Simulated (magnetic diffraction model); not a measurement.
# NdTlMo2S8 below its ordering temperature

Space group P4/nnc (no. 126, origin choice 1), a = 7.7680 Å, c = 11.5430 Å.

| site | atom | x | y | z |
| --- | --- | --- | --- | --- |
| 2b | Tl | 1/2 | 1/2 | 0 |
| 2a | Nd | 1/2 | 1/2 | 1/2 |
| 4d | Mo | 1/2 | 0 | 1/4 |
| 16k | S | 0.6920 | 0.1141 | 0.1377 |

This is a made-up structure (elements placed in a structure type, unrelaxed), so the numbers test the method and describe no known phase.

Only Nd is taken to order (form factors of Nd3+); orders and moment sizes are assumed, and not adapted to the symmetry. Radiation: neutrons of λ = 2.0775 Å, 2° to 45°; isotropic B of 0.14 Å² (Tl), 0.16 Å² (Nd), 0.23 Å² (Mo) and 0.31 Å² (S). The intensities are simulated: I ∝ L Σ (|F_N|² + |F_M⊥|²) for unpolarised neutrons, with F_M = 2.695 fm/μB × Σ f(s) S exp(2πi Q·r) exp(−B s²) at Q = H ± k (one set where k and −k are equivalent), only the part normal to Q counting and L = 1/(sin²θ cos θ). For a modulated order the moment at position r is S exp(−2πi k·r) + c.c., with S = m/2 for a sine wave of amplitude m and S = m(u + iv)/2 for moments turning in a plane, u and v being orthogonal unit vectors in it; the phase factor of the sum at Q = H + k is then exp(2πi H·r). Form factors are spin-only for 3d ions and dipole or tabulated for f ions, scattering lengths are Sears's of 1992, and absorption is left out. A label names one of the reflections at its angle. The strongest nuclear line in the range is 100, and lines under 0.2 are left out.

Above the ordering temperature:

```csv
2θ (°),index,I
18.55,(1 0 1),0.9
21.80,(1 1 0),0.9
30.27,(1 1 2),100.0
31.02,(2 0 0),26.4
35.07,(1 0 3),1.9
36.39,(2 1 1),4.7
37.61,(2 0 2),1.2
40.85,(2 1 2),28.1
42.20,(0 0 4),1.0
44.45,(2 2 0),19.7
```

Below it (cell unchanged):

```csv
2θ (°),I
10.59,5.2
13.02,0.9
15.55,1.2
17.72,0.5
18.55,0.9
21.80,0.9
22.73,1.4
24.56,0.8
25.77,1.0
26.02,1.4
27.41,0.6
30.27,100.0
30.50,0.3
31.02,26.4
31.42,0.6
32.64,0.3
32.87,0.6
33.77,0.2
35.07,1.9
35.10,0.3
35.95,0.2
36.39,4.7
37.00,0.2
37.56,0.7
37.61,1.2
38.98,0.5
39.55,0.6
39.96,0.5
40.85,28.1
41.87,0.4
42.20,1.0
42.79,0.4
42.94,0.2
44.06,0.3
44.34,0.3
44.45,19.7
```
(The table stops after 36 lines; 1 more lie at higher angle.)

**Question.** Check that the new lines index with k = (0 0.152 0), then choose among these models:
A. a sine wave with moments along [010] (amplitudes given), 1.9 μB on Nd; signs + at (1/2, 1/2, 1/2), − at (0, 0, 0)
B. moments turning in the plane of [010] and [100], 1.9 μB on Nd; signs + at (1/2, 1/2, 1/2), − at (0, 0, 0)
C. a sine wave with moments along [001] (amplitudes given), 1.9 μB on Nd; signs + at (1/2, 1/2, 1/2), − at (0, 0, 0)
D. a sine wave with moments along [100] (amplitudes given), 1.9 μB on Nd; signs + at (1/2, 1/2, 1/2), − at (0, 0, 0)

The new lines index as (0 0.152 1) at 10.59°, (0 0.848 0) at 13.02°, (1 0.152 0) at 15.55° and (0 1.152 0) at 17.72°, that is as H ± k with k = (0 0.152 0), one of 2 inequivalent arms of its star (k and −k counted as one), which a powder can't tell apart. Satellites come in pairs about each point of the reciprocal lattice.

Magnetic intensity, observed (below minus above) and for each model:

| 2θ (°) | index | observed | A | B | C | D |
| --- | --- | --- | --- | --- | --- | --- |
| 10.59 | (0 0.152 1) | 5.2 | 2.5 | 5.2 | <0.2 | 2.7 |
| 13.02 | (0 0.848 0) | 0.9 | <0.2 | 0.9 | 0.9 | 0.9 |
| 15.55 | (1 0.152 0) | 1.2 | 1.2 | 1.2 | 1.2 | <0.2 |
| 22.73 | (1 0.848 1) | 1.4 | 0.8 | 1.4 | 0.9 | 0.6 |
| 24.56 | (0 0.848 2) | 0.8 | 0.3 | 0.8 | <0.2 | 0.5 |
| 26.02 | (1 0.152 2) | 1.4 | 0.9 | 1.4 | 0.3 | 0.6 |
| 27.41 | (0 1.152 2) | 0.6 | 0.2 | 0.6 | <0.2 | 0.4 |
| 37.56 | (1 0.848 3) | 0.7 | 0.4 | 0.7 | <0.2 | 0.3 |

Model B matches.

The structure used: k = (0 0.152 0), moments turning in the plane of [010] and [100], 1.9 μB on Nd; signs + at (1/2, 1/2, 1/2), − at (0, 0, 0).

[Logs are printed without paths, hosts, clocks, repeated set-up lines and the standing remarks that a program may print on its own settings, such as how far it seeks lower states.]
